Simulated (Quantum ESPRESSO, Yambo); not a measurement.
## WS2 (Tungstenite): G0W0 in Yambo against the screening cutoff

How does the gap of WS2 (Tungstenite) converge in the screening cutoff?

Method: PBE and many-body steps on it, plane waves, in Yambo 5.3.0.

Report form: the programs' logs are mostly left out.

## Step 1: Starting point

Symmetry: P6_3/mmc, No. 194, hexagonal system. Conventional cell: a = 3.153 Å, b = 3.153 Å, c = 12.323 Å, α = 90.00°, β = 90.00°, γ = 120.00°. W has 6 S at 2.40 Å nearest. S has 3 W at 2.40 Å nearest. Farther neighbours and most contacts between anions are not listed.

Coordinates:

```cif
data_structure
_symmetry_space_group_name_H-M 'P 1'
_symmetry_Int_Tables_number 1
_cell_length_a 3.1532
_cell_length_b 3.1532
_cell_length_c 12.3230
_cell_angle_alpha 90.000
_cell_angle_beta 90.000
_cell_angle_gamma 120.000
_cell_volume 106.11
loop_
_atom_site_label
_atom_site_type_symbol
_atom_site_fract_x
_atom_site_fract_y
_atom_site_fract_z
_atom_site_occupancy
W1 W 0.33333 0.66667 0.25000 1
W2 W 0.66667 0.33333 0.75000 1
S3 S 0.33333 0.66667 0.62250 1
S4 S 0.66667 0.33333 0.12250 1
S5 S 0.33333 0.66667 0.87750 1
S6 S 0.66667 0.33333 0.37750 1
```

The cell and positions come from the Crystallography Open Database and are kept as given unless a step says otherwise. Spin-orbit coupling is left out unless a step names it.

## Step 2: 1.5 Ha

This step: Yambo 5.3.0; G0W0 on PBE, plane waves, norm-conserving pseudopotentials.

Now the one-shot GW correction: screening in the RPA, then the self-energy of the levels asked for.

Contents of gw7.in:

```
HF_and_locXC
gw0
dyson
ppa
em1d
rim_cut
RandQpts= 1000000
RandGvec= 1 RL
EXXRLvcs= 62 Ry
VXCRLvcs= 248 Ry
Chimod= "HARTREE"
% BndsRnXp
 1 | 106 |
%
NGsBlkXp= 3 Ry
% LongDrXp
 1 | 1 | 1 |
%
% GbndRnge
 1 | 106 |
%
DysSolver= "n"
ExtendOut
PPAPntXp= 27.21138 eV
% QPkrange
 1 | 1 | 25 | 28 |
 9 | 9 | 25 | 28 |
 13 | 13 | 25 | 28 |
%
```

Started as:

```
> OMP_NUM_THREADS=2 mpirun -n 4 yambo -F gw7.in -J gw7 -C gw7 > gw7.log
```

It took 1.8 min on 4 MPI ranks of Arm Neoverse V2, shared host; peak memory 2.9 GiB.

Numbers from this step:

```
G0W0 gap on the points computed              : 1.260 eV
starting gap on the mesh                     : 0.9806 eV
k of the valence top                         : 0, 0, 0
k of the conduction bottom                   : 0.1667, 0.1667, 0
least direct G0W0 gap on the computed points : 2.492 eV
Z at the valence top                         : 0.8021
Z at the conduction bottom                   : 0.8088
```

The gap on the mesh goes from 0.98 eV to 1.26 eV, a correction of +0.28 eV.

## Step 3: 2.5 Ha

gw8.in, as its differences from gw7.in of step 2:

```diff
@@ -14,3 +14,3 @@
 %
-NGsBlkXp= 3 Ry
+NGsBlkXp= 5 Ry
 % LongDrXp
```

Started as:

```
> OMP_NUM_THREADS=2 mpirun -n 4 yambo -F gw8.in -J gw8 -C gw8 > gw8.log
```

It took 1.9 min on 4 MPI ranks; peak memory 2.9 GiB.

This step gave:

```
G0W0 gap on the points computed              : 1.279 eV
starting gap on the mesh                     : 0.9806 eV
k of the valence top                         : 0, 0, 0
k of the conduction bottom                   : 0.1667, 0.1667, 0
least direct G0W0 gap on the computed points : 2.501 eV
Z at the valence top                         : 0.7986
Z at the conduction bottom                   : 0.8060
```

Against the run before, the gap moves by +0.019 eV.

## Step 4: 4.75 Ha

gw9.in, as its differences from gw8.in of step 3:

```diff
@@ -14,3 +14,3 @@
 %
-NGsBlkXp= 5 Ry
+NGsBlkXp= 9.5 Ry
 % LongDrXp
```

Started as:

```
> OMP_NUM_THREADS=2 mpirun -n 4 yambo -F gw9.in -J gw9 -C gw9 > gw9.log
```

Wall time 3.1 min (4 MPI ranks); peak memory 2.9 GiB.

This step gave:

```yaml
g0w0_gap_on_the_points_computed: 1.348 eV
starting_gap_on_the_mesh: 0.9806 eV
k_of_the_valence_top: 0, 0, 0
k_of_the_conduction_bottom: 0.1667, 0.1667, 0
least_direct_g0w0_gap_on_the_computed_points: 2.528 eV
```

Against the run before, the gap moves by +0.070 eV.

## Step 5: 6 Ha

gw10.in, as its differences from gw9.in of step 4:

```diff
@@ -14,3 +14,3 @@
 %
-NGsBlkXp= 9.5 Ry
+NGsBlkXp= 12 Ry
 % LongDrXp
```

Started as:

```
> OMP_NUM_THREADS=2 mpirun -n 4 yambo -F gw10.in -J gw10 -C gw10 > gw10.log
```

Run time: 5.5 min. Hardware: 4 MPI ranks; peak memory 2.9 GiB; 40 min of CPU time.

This step gave:

```yaml
g0w0_gap_on_the_points_computed: 1.361 eV
starting_gap_on_the_mesh: 0.9806 eV
k_of_the_valence_top: 0, 0, 0
k_of_the_conduction_bottom: 0.1667, 0.1667, 0
least_direct_g0w0_gap_on_the_computed_points: 2.534 eV
```

Against the run before, the gap moves by +0.013 eV.

## Step 6: 7.5 Ha

gw11.in, as its differences from gw10.in of step 5:

```diff
@@ -14,3 +14,3 @@
 %
-NGsBlkXp= 12 Ry
+NGsBlkXp= 15 Ry
 % LongDrXp
```

Started as:

```
> OMP_NUM_THREADS=2 mpirun -n 4 yambo -F gw11.in -J gw11 -C gw11 > gw11.log
```

It took 8.7 min on 4 MPI ranks; peak memory 3 GiB.

Numbers from this step:

```yaml
g0w0_gap_on_the_points_computed: 1.366 eV
starting_gap_on_the_mesh: 0.9806 eV
k_of_the_valence_top: 0, 0, 0
k_of_the_conduction_bottom: 0.1667, 0.1667, 0
least_direct_g0w0_gap_on_the_computed_points: 2.535 eV
```

Against the run before, the gap moves by +0.005 eV.

## Step 7: Side by side

Times are wall times on 4 MPI ranks of Arm Neoverse V2, shared host, good to a factor of about two.

```csv
run,mesh,bands,screening cutoff (eV),DFT gap (eV),gap on the mesh (eV),direct (eV),time
1.5 Ha,6×6×2,106,40.8,0.981,1.260,2.492,1.8 min
2.5 Ha,6×6×2,106,68,0.981,1.279,2.501,1.9 min
4.75 Ha,6×6×2,106,129.3,0.981,1.348,2.528,3.1 min
6 Ha,6×6×2,106,163.3,0.981,1.361,2.534,5.5 min
7.5 Ha,6×6×2,106,204.1,0.981,1.366,2.535,8.7 min
```

## Step 8: Results

| Quantity | Value |
| --- | --- |
| 1.5 Ha | 1.260 eV |
| 2.5 Ha | 1.279 eV |
| 4.75 Ha | 1.348 eV |
| 6 Ha | 1.361 eV |
| 7.5 Ha | 1.366 eV |
| known limits | not at the basis limit; no spin-orbit coupling; coarse k mesh |

The setting moved: screening cutoff. From 1.5 Ha to 7.5 Ha the gap moves by +0.11 eV, for 4.9 times the time. It holds to 0.03 eV from 4.75 Ha on. Bands and screening cutoff are coupled, so a series along one setting does not show full convergence. Bands and cutoff are finite, so the gap is not at the basis limit. The miss can reach some tenths of an eV and take either sign; the mesh is an error of its own. In the G0W0 runs levels were corrected at 3 k points alone, so a gap called «on the mesh» is the least over those, and an edge elsewhere would be missed. The 6×6×2 mesh is coarse for this cell, which bears on the long-range parts of exchange and screening. The many-body steps are scalar-relativistic: spin-orbit coupling is not in them.

[Paths, hosts, dates, memory and timing lines, banners, echoed tables and standing remarks are left out of the program output.]

[Logs are printed without paths, hosts, clocks, repeated set-up lines and the standing remarks that a program may print on its own settings, such as how far it seeks lower states.]

[Runs of the session that timed out or met a known fault of the program may be left out.]

[Hosts, paths, dates, database ids (printed as entryN), source tags and the programs' standing remarks are cut or masked in the printed files.]
